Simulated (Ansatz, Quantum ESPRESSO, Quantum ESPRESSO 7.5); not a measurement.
**1T-SrClBr, 1 layer: biaxial strain by an ASE script**

Aim: band edges, gap and stiffness of 1T-SrClBr, 1 layer under biaxial strain.

Program: Quantum ESPRESSO 7.5. Level of theory: plane-wave DFT, PBE, GBRV ultrasoft pseudopotentials (geometry by Ansatz 0.2.0 with PAW datasets; geometry under PBE). Results are calculated unless marked as measured.

## 1. Set-up

The cell holds 3 atoms: 1 Br, 1 Sr and 1 Cl. Its edges and angles: a = 4.133 Å, b = 4.133 Å, c = 18.570 Å, α = 90.0°, β = 90.0°, γ = 120.0°. It derives from SrClBr. Vacuum lies along c.

This sheet is a model structure: its symmetry is held, and its stability is not tested here.

## 2. Geometry from Ansatz

The geometry comes first, from a plane-wave PAW code, so that the later runs on this slab share one structure.

Input file input.yaml:

```yaml
crystal:
  lattice:
    - [4.133165, 0.0, 0.0]
    - [-2.0665825, 3.579425888, 0.0]
    - [0.0, 0.0, 18.5701222601]
  atoms:
    - { symbol: Br, position: [0.6666666667, 0.3333333333, 0.4038745623] }
    - { symbol: Sr, position: [0.0, 0.0, 0.5080975774] }
    - { symbol: Cl, position: [0.3333333333, 0.6666666667, 0.5961254377] }
kpoints:
  mp_grid: { grid: [6, 6, 1] }
hamiltonian:
  xc: pbe
scf:
  occupations: { method: fermi_dirac, width: 0.05 }
  convergence: { dr2_threshold: 1.0e-08 }
efield:
  axis: 3
  dipole_correction: true
  ramp_position: 0.97
  ramp_width: 0.04
relax:
  f_tol: 0.01
  cell: { fix: [c, alpha, beta] }
output:
  write_potential: true
  write_density: true
  volumetric_format: npy
```

Command:

```console
$ ansatz run input.yaml --threads 2 --pin off --max-ram 4096MiB --backend cpu --events-out ev --progress --plain --runs-dir out
```

Numbers of over 12 decimals in the logs are rounded to 6 here.

Log:

```text
Warning: relax.cell: scf.convergence.dr2_threshold = 1e-8 eV is looser than the 3e-10 eV advised for a relaxation that steers and ends on the stress (1e-10 eV for each atom of the cell: 3). What an SCF threshold leaves in a stress goes as its square root, and in the free energy as the threshold itself, and one threshold admits the most on a small cell: [figures from the program's tests cut] Set scf.convergence.dr2_threshold to 3e-10 eV or tighter. The threshold is an SCF's pass mark: one that does not reach it within its budget of iterations ends unconverged, or closes short of it on a stop that the run arms, and scf.convergence.dr2_threshold's page says what that costs each kind of run
Engine: ansatz 0.2.0, aarch64-unknown-linux-gnu
Pseudopotentials: kind: paw
Pseudopotential: Br, paw, valence charge 7, recommended cutoff 420 eV (normal), Br.paw.azcp
Pseudopotential: Sr, paw, valence charge 10, recommended cutoff 420 eV (normal), Sr.paw.azcp
Pseudopotential: Cl, paw, valence charge 7, recommended cutoff 420 eV (normal), Cl.paw.azcp
Functional definition: PBE
  parameter kappa = 0.804
  parameter beta = 0.066725
  exchange = pbe_x(kappa = kappa, mu = beta*pi^2/3)
  correlation = pbe_c(beta = beta)
Crystal: 3 atoms, lattice volume = 274.733 Å³
Basis set: ecut = 420 eV, 5295 PW (Γ), exchange–correlation on 60×60×250 points (8 copies of the dense FFT grid, shifted against one another)
Bands: 16, of which v1, the nominal top of the filled ones, is band 12 counted from 1 (11 counted from 0)
Symmetry: 6 space group operations
Space group: P3m1 (ITA 156), of the structure as read, at distance tolerance 6.5e-5 Å
k-points: 7 of 36 (time reversal used)
Non-local potential: Br, projectors of the file, l = 0: 2, l = 1: 2, l = 2: 2
Non-local potential: Sr, projectors of the file, l = 0: 3, l = 1: 2, l = 2: 2
Non-local potential: Cl, projectors of the file, l = 0: 2, l = 1: 2, l = 2: 2
PAW form: soft (Blöchl's): semilocal exchange-correlation on the pseudo side does not see the compensation charge
PAW one-centre angular grid: Br, 110 points (default); XC on 64 Gauss nodes
PAW one-centre angular grid: Sr, 110 points (default); XC on 64 Gauss nodes
PAW one-centre angular grid: Cl, 110 points (default); XC on 64 Gauss nodes
Initial density: superposition of atomic densities (neutral atoms: chi_scale 0, normalization atom), corrected by the library's trained network
Initial wavefunctions: pseudopotential atomic-orbital guess
Functional: x = pbe(κ = 0.804, μ = 0.219515), c = pbe(β = 0.066725)
SCF iter   1: F=—  HF=-7413.512096 eV  |F-HF|=—  |Δ(HF+E_count)|=         —  Δρ=4.83e-4  dr2=3.21e-3  ethr=1.77e-3  p=0.035 e·Å  D=2.28e-2 V/Å  ΔV_dip=-0.42 eV  dr2_dipole=3.33e-5  V_vac-E_F(+/−)=4.83/5.25 eV  ⟨swp⟩=13.4  Hψ=1090  notcnv=0
efield: sawtooth ramp at fractional position 0.9700 (set: `efield.ramp_position`, or a place that a band, a saddle search or an elastic batch's reference lends), width 0.0400; the density the first Hamiltonian is built on has a dipole p = 0.035 e·Å; the dipole correction subtracts the counter field D = 2.28e-2 V/Å, which shifts the + side's vacuum level by -0.42 eV against the − side's; the planar-averaged density in the ramp window peaks in size at 4.9e-6 e/Å³
preconditioner: auto → Resta (q_TF=auto, 1.817 Å⁻¹)  ε∞=1.6  [insulator: Δε(μ)=4.511 eV  Ē_g=13.523 eV  σ=0.050 eV  W_gap=1.00  n_scr=28 (ndim 8)  ℏωp=10.5 eV  f_vac=0.628  D(μ)=0.00/eV (n_scr^D=0)  ε∞_Penn≈1.6  vacuum switching on, ρ_ref=1.3e-2 e/Å³]
SCF iter   2: F=—  HF=-7413.513772 eV  |F-HF|=—  |Δ(HF+E_count)|=   1.68e-3  Δρ=3.06e-4  dr2=7.32e-4  ethr=1.34e-5  p=0.037 e·Å  D=2.41e-2 V/Å  ΔV_dip=-0.45 eV  dr2_dipole=4.47e-5  V_vac-E_F(+/−)=4.92/5.37 eV  ⟨swp⟩=2.3  Hψ=271  notcnv=0
SCF iter   3: F=—  HF=-7413.514178 eV  |F-HF|=—  |Δ(HF+E_count)|=   4.06e-4  Δρ=1.40e-4  dr2=1.52e-4  ethr=3.05e-6  p=0.032 e·Å  D=2.12e-2 V/Å  ΔV_dip=-0.39 eV  dr2_dipole=3.50e-6  V_vac-E_F(+/−)=4.99/5.38 eV  ⟨swp⟩=2.1  Hψ=163  notcnv=0
SCF iter   4: F=—  HF=-7413.514523 eV  |F-HF|=—  |Δ(HF+E_count)|=   3.44e-4  Δρ=4.44e-5  dr2=9.79e-6  ethr=6.32e-7  p=0.032 e·Å  D=2.12e-2 V/Å  ΔV_dip=-0.39 eV  dr2_dipole=2.39e-7  V_vac-E_F(+/−)=5.02/5.42 eV  ⟨swp⟩=2.0  Hψ=166  notcnv=0
SCF iter   5: F=—  HF=-7413.514499 eV  |F-HF|=—  |Δ(HF+E_count)|=   2.35e-5  Δρ=1.86e-5  dr2=2.32e-6  ethr=4.08e-8  p=0.031 e·Å  D=2.07e-2 V/Å  ΔV_dip=-0.39 eV  dr2_dipole=3.34e-7  V_vac-E_F(+/−)=5.04/5.42 eV  ⟨swp⟩=3.0  Hψ=224  notcnv=0
SCF iter   6: F=—  HF=-7413.514498 eV  |F-HF|=—  |Δ(HF+E_count)|=   7.04e-7  Δρ=6.18e-6  dr2=7.44e-8  ethr=9.67e-9  p=0.032 e·Å  D=2.09e-2 V/Å  ΔV_dip=-0.39 eV  dr2_dipole=3.58e-9  V_vac-E_F(+/−)=5.04/5.42 eV  ⟨swp⟩=2.0  Hψ=147  notcnv=0
SCF iter   7: F=-7413.514499 eV  HF=-7413.514499 eV  |F-HF|=9.01e-9  |Δ(HF+E_count)|=   2.39e-7  Δρ=1.16e-6  dr2=3.40e-9  ethr=4.17e-11  p=0.032 e·Å  D=2.09e-2 V/Å  ΔV_dip=-0.39 eV  dr2_dipole=1.12e-10  V_vac-E_F(+/−)=5.04/5.42 eV  ⟨swp⟩=10.4  Hψ=850  notcnv=0
SCF 1 converged in 7 iterations: F = -7413.514499 eV  dr2 = 3.40e-9
  greatest PAW one-centre occupation: 0.987 electrons in one spin orbital (limit 2), on the Sr atom at site 1 (counted from 0), in its partial waves of l = 0
relax step   1: F+E_penalty+E_count = -7413.51449855 eV  Δ(F+E_penalty+E_count) = +0.000e0 eV  max|allowed force component| = 5.212e-1 eV/Å  Δτ_max = 0.0000 Å  P = +0.384 GPa  Ω = 274.733 Å³  fix = [c, alpha, beta]  reactions: c -0.851 GPa  (7 SCF iters, accepted)
Crystal: 3 atoms, lattice volume = 294.797 Å³
Basis set: ecut = 420 eV, 5745 PW (Γ), exchange–correlation on 60×60×250 points (8 copies of the dense FFT grid, shifted against one another)
Initial density: handed on by an earlier stage of this run
Initial wavefunctions: those handed on with the density
iter 1 solved again at ethr=3.73e-4 eV; its pass at ethr=3.10e-3 eV (dr2=8.95e-2 eV) is discarded
SCF iter   1: F=—  HF=-7413.716791 eV  |F-HF|=—  |Δ(HF+E_count)|=         —  Δρ=3.20e-3  dr2=8.95e-2  ethr=3.73e-4  p=0.034 e·Å  D=2.09e-2 V/Å  ΔV_dip=-0.39 eV  dr2_dipole=7.05e-4  V_vac-E_F(+/−)=4.91/5.30 eV  ⟨swp⟩=1.6  Hψ=1050  notcnv=0
[...]
relax step   4: F+E_penalty+E_count = -7413.77273079 eV  Δ(F+E_penalty+E_count) = -1.319e-2 eV  max|allowed force component| = 4.919e-2 eV/Å  Δτ_max = 0.0499 Å  P = +0.069 GPa  Ω = 327.271 Å³  energy of the carried Pulay correction = -5.066e-4 eV  fix = [c, alpha, beta]  reactions: c +0.059 GPa  (7 SCF iters, accepted)
[...]
relax step   5: F+E_penalty+E_count = -7413.77226672 eV  Δ(F+E_penalty+E_count) = +4.641e-4 eV  max|allowed force component| = 9.480e-2 eV/Å  Δτ_max = 0.0200 Å  P = -0.046 GPa  Ω = 329.436 Å³  energy of the carried Pulay correction = -5.256e-4 eV  fix = [c, alpha, beta]  (6 SCF iters, rejected (line search))
[...]
relax step   6: F+E_penalty+E_count = -7413.77336157 eV  Δ(F+E_penalty+E_count) = -6.308e-4 eV  max|allowed force component| = 5.574e-3 eV/Å  Δτ_max = 0.0100 Å  P = +0.005 GPa  Ω = 328.093 Å³  energy of the carried Pulay correction = -5.138e-4 eV  fix = [c, alpha, beta]  reactions: c +0.002 GPa  (6 SCF iters, accepted)
Basis set: ecut = 420 eV, 6429 PW (Γ), exchange–correlation on 64×64×250 points (8 copies of the dense FFT grid, shifted against one another)
Initial wavefunctions: pseudopotential atomic-orbital guess (no wavefunctions were taken with the density)
iter 1 solved again at ethr=3.64e-6 eV; its pass at ethr=3.10e-3 eV (dr2=8.73e-4 eV) is discarded
SCF iter   1: F=—  HF=-7413.774164 eV  |F-HF|=—  |Δ(HF+E_count)|=         —  Δρ=6.99e-5  dr2=1.76e-6  ethr=3.64e-6  p=0.040 e·Å  D=2.21e-2 V/Å  ΔV_dip=-0.41 eV  dr2_dipole=1.60e-10  V_vac-E_F(+/−)=4.71/5.12 eV  ⟨swp⟩=3.4  Hψ=1426  notcnv=0
efield: sawtooth ramp at fractional position 0.9700 (set: `efield.ramp_position`, or a place that a band, a saddle search or an elastic batch's reference lends), width 0.0400; the density the first Hamiltonian is built on has a dipole p = 0.040 e·Å; the dipole correction subtracts the counter field D = 2.21e-2 V/Å, which shifts the + side's vacuum level by -0.41 eV against the − side's; the planar-averaged density in the ramp window peaks in size at 2.5e-7 e/Å³
eigensolver tolerance schedule: the retry pair's looser diagonalisation over-reported the residual by 493.74 of it (diagonalisation noise at 1.38 of the residual, at the tolerance the schedule requests for it); recorded, not acted on — ethr = c·dr2/N_el stays at c = 1.0e-1
preconditioner: auto → Resta (q_TF=auto, 1.764 Å⁻¹)  ε∞=1.5  [insulator: Δε(μ)=5.316 eV  Ē_g=13.503 eV  σ=0.050 eV  W_gap=1.00  n_scr=40 (ndim 8)  ℏωp=9.6 eV  f_vac=0.661  D(μ)=0.00/eV (n_scr^D=0)  ε∞_Penn≈1.5  vacuum switching on, ρ_ref=1.3e-2 e/Å³]
SCF iter   2: F=—  HF=-7413.774327 eV  |F-HF|=—  |Δ(HF+E_count)|=   1.62e-4  Δρ=3.60e-5  dr2=4.58e-7  ethr=7.35e-9  p=0.040 e·Å  D=2.21e-2 V/Å  ΔV_dip=-0.41 eV  dr2_dipole=1.25e-10  V_vac-E_F(+/−)=4.71/5.12 eV  ⟨swp⟩=2.7  Hψ=207  notcnv=0
SCF iter   3: F=—  HF=-7413.774383 eV  |F-HF|=—  |Δ(HF+E_count)|=   5.64e-5  Δρ=3.11e-6  dr2=5.29e-8  ethr=1.91e-9  p=0.040 e·Å  D=2.21e-2 V/Å  ΔV_dip=-0.41 eV  dr2_dipole=1.81e-9  V_vac-E_F(+/−)=4.71/5.12 eV  ⟨swp⟩=2.0  Hψ=168  notcnv=0
SCF iter   4: F=-7413.774383 eV  HF=-7413.774383 eV  |F-HF|=3.77e-9  |Δ(HF+E_count)|=   8.86e-8  Δρ=7.53e-7  dr2=1.06e-9  ethr=4.17e-11  p=0.040 e·Å  D=2.21e-2 V/Å  ΔV_dip=-0.41 eV  dr2_dipole=3.67e-11  V_vac-E_F(+/−)=4.71/5.12 eV  ⟨swp⟩=14.0  Hψ=1029  notcnv=0
SCF 7 converged in 4 iterations: F = -7413.774383 eV  dr2 = 1.06e-9
relax step   7: F+E_penalty+E_count = -7413.77438301 eV  Δ(F+E_penalty+E_count) = -1.021e-3 eV  max|allowed force component| = 5.690e-3 eV/Å  Δτ_max = 0.0000 Å  P = +0.010 GPa  Ω = 328.093 Å³  fix = [c, alpha, beta]  reactions: c +0.002 GPa  stress off target by 1.35e-2 GPa on what of the cell is left free  SCF on the basis re-selected at this cell (its energy is not comparable with the rows above)  (4 SCF iters)
basis re-selected at this cell: Δ(F+E_penalty+E_count) = -1.021e-3 eV, ΔP = +0.005 GPa vs the last step (what re-selecting the basis moved, of the pressure what is left beyond the Pulay correction that the steps carried, after the strain that the cell walked since its last selection, with what the two solves' SCF thresholds leave and, on support functions, any second-order correction that the steps lacked; it is no measure of the basis error at this ecutwfc). The dense FFT grid was sized anew with the basis: this SCF ran on 32×32×125 points, the steps before it on 30×30×125, so part of this shift can come from that change (see relax.cell in the input reference). [rest of the remark cut]
WARN: The output density's exchange-correlation potential varies sharply where the density is thin. Do not read a vacuum level from v_tot or v_xc, or from such a field of the output density. On a cell that repeats whose density bears no net charge and no dipole along the vacuum's axis use v_es (v_loc + v_h of the components); under efield.dipole_correction with no amplitude use v_es + v_field, which holds any externa [...]
SCF converged after 4 iterations
Free energy (F): -7413.774383 eV
Harris-Foulkes:  -7413.774383 eV  (|F-HF|=3.77e-9)
Internal energy: -7413.774383 eV  (E = F + TS)
E sigma→0 (E₀):  -7413.774383 eV
Fermi energy:    -1.987237 eV
Dipole field:    D = 0.022124 V/Å  (p = 0.040114 e·Å, saw-weighted, corrected)
Work function:   Φ+ = 4.7067 eV   Φ− = 5.1176 eV
Levels:          The Fermi level and band energies are counted from a zero that moves with the ramp; work functions are not
--- Per-component energies (eV) ---
  E_band       = -325.948289
  E_kinetic    = 539.615662
  E_local      = -6525.416454  (includes V_loc(G=0)·N_el)
  E_nonlocal   = 300.694236
  E_hartree    = 2898.479916
  E_xc         = -545.699189
  E_vxc        = -388.481767  (∫ρ·V_xc dr)
  E_paw        = -5600.609048  (= ΣΔE_a)
  E_vpaw       = -49.190122  (= ΣTr[D̂ρ^β])
  E_aug_tail   = 0.000089  (compensation charges beyond the density's cutoff)
  E_efield     = 0.000444  (sawtooth field / dipole correction)
  E_vefield    = -0.130140  (∫n·V_field dr)
  E_ewald      = 1519.159961
  E_smearing   = -0.000000  (= −TS)
  E_closure    = -0.000000  (closes the sum)
  Σ components = -7413.774383   (vs F -7413.774383, Δ=0.00e0)
--- Forces (eV/Å), atoms counted from 1 ---
  atom   1  Br     0.00000000     0.00000000     0.00087551
  atom   2  Sr     0.00000000    -0.00000000    -0.00569085
  atom   3  Cl     0.00000000    -0.00000000     0.00481212
  max |Σ_I F_I| component: 3.23e-6 eV/Å
--- Stress (GPa, compression-positive) ---
        0.013503       0.000000       0.000000
        0.000000       0.013503       0.000000
        0.000000       0.000000       0.002497
  P = ⅓ Tr σ = 0.0098 GPa (0.098 kbar)
--- Band table (eV; the first three rows and the last of 7) ---
  k-point 0: bands = [... 8 lower, -5.8916, -4.8225, -4.7150, -4.7150, 0.6006, 1.7362, 1.7362, 1.9713]
  k-point 1: bands = [... 8 lower, -5.8582, -4.9983, -4.7871, -4.7278, 1.0819, 1.5273, 2.0363, 2.0872]
  k-point 2: bands = [... 8 lower, -5.7981, -5.2267, -4.9146, -4.7666, 1.0854, 2.1734, 2.5053, 2.7066]
  k-point 6: bands = [... 8 lower, -5.7507, -5.2097, -5.1076, -4.9182, 1.8712, 1.8959, 2.2978, 3.4823]
--- Relaxed structure (6 steps of the walk, 5 accepted, 1 SCFs on fresh bases) ---
  F+E_penalty+E_count = -7413.77438301 eV   max|allowed force component| = 5.690e-3 eV/Å   (the final SCF, on the basis selected at the relaxed cell)
  cell:  # Å, volume = 328.0929 Å³
    - [4.516747, 0, 0]
    - [-2.258373, 3.911617, 0]
    - [0, 0, 18.5701222601]
  atoms:
    - { symbol: Br, position: [0.666667, 0.333333, 0.420379] }
    - { symbol: Sr, position: [0, -1.3139490636088803e-19, 0.507413] }
    - { symbol: Cl, position: [0.333333, 0.666667, 0.580305] }
```

Run time: 9.9 s. Hardware: 2 threads of Arm Neoverse V2, shared host; peak memory 0.45 GiB.

The steps of the relaxation:

| step | energy less that of the first step (eV) | largest force component (eV/Å) | pressure (GPa) | volume (Å³) |
| --- | --- | --- | --- | --- |
| 1 | 0.0000 | 0.5212 | 0.38 | 274.73 |
| 2 | -0.1791 | 0.0701 | 0.62 | 294.80 |
| 3 | -0.2450 | 0.1285 | 0.28 | 315.00 |
| 4 | -0.2582 | 0.0492 | 0.07 | 327.27 |
| 5 | -0.2578 | 0.0948 | -0.05 | 329.44 |
| 6 | -0.2589 | 0.0056 | 0.00 | 328.09 |
| 7* | -0.2599 | 0.0057 | 0.01 | 328.09 |

Relaxation steps marked * repeat the geometry before them on a plane-wave basis chosen anew for their cell, so energy and pressure can jump there. Relaxation step 5 was tried and not accepted.

Forces are held to the 6 operations that the run works with; a distortion that breaks them can't arise in this run.

| cell as run | before | after | change |
| --- | --- | --- | --- |
| a (Å) | 4.133 | 4.517 | +9.3 % |
| b (Å) | 4.133 | 4.517 | +9.3 % |

The atoms that moved most (Å, along periodic axes as changes of fractional coordinates times the final cell, across vacuum about the mean position):

| atom | dx | dy | dz | length |
| --- | --- | --- | --- | --- |
| Br1 | 0.000 | 0.000 | 0.306 | 0.306 |
| Cl3 | 0.000 | 0.000 | -0.294 | 0.294 |
| Sr2 | 0.000 | 0.000 | -0.013 | 0.013 |

Final coordinates:

```
Br Sr Cl
1.0
     4.51675    0.00000    0.00000
    -2.25837    3.91162    0.00000
     0.00000    0.00000   18.57012
Br Sr Cl
1 1 1
Direct
  0.66667 0.33333 0.42038
  0.00000 0.00000 0.50741
  0.33333 0.66667 0.58031
```

Read from the output:

- free energy: -7413.7744 eV
- Fermi energy: -1.987 eV
- gap by band count: 5.316 eV
- symmetry operations: 6
- dipole along the normal: 0.04011 e·Å
- vacuum level at the upper face over a Fermi level inside the gap: 4.707 eV
- vacuum level at the lower face over a Fermi level inside the gap: 5.118 eV

(Part 1 of 2 ends here.)

[Logs are printed without paths, hosts, clocks, repeated set-up lines and the standing remarks that a program may print on its own settings, such as how far it seeks lower states.]

[Hosts, paths, dates, database ids (printed as entryN), source tags and the programs' standing remarks are cut or masked in the printed files.]

[Maps of the electrostatic potential energy from Ansatz leave out the sawtooth potential of an applied field or a dipole correction, so their vacuum need not be flat; planar profiles and work functions include it.]
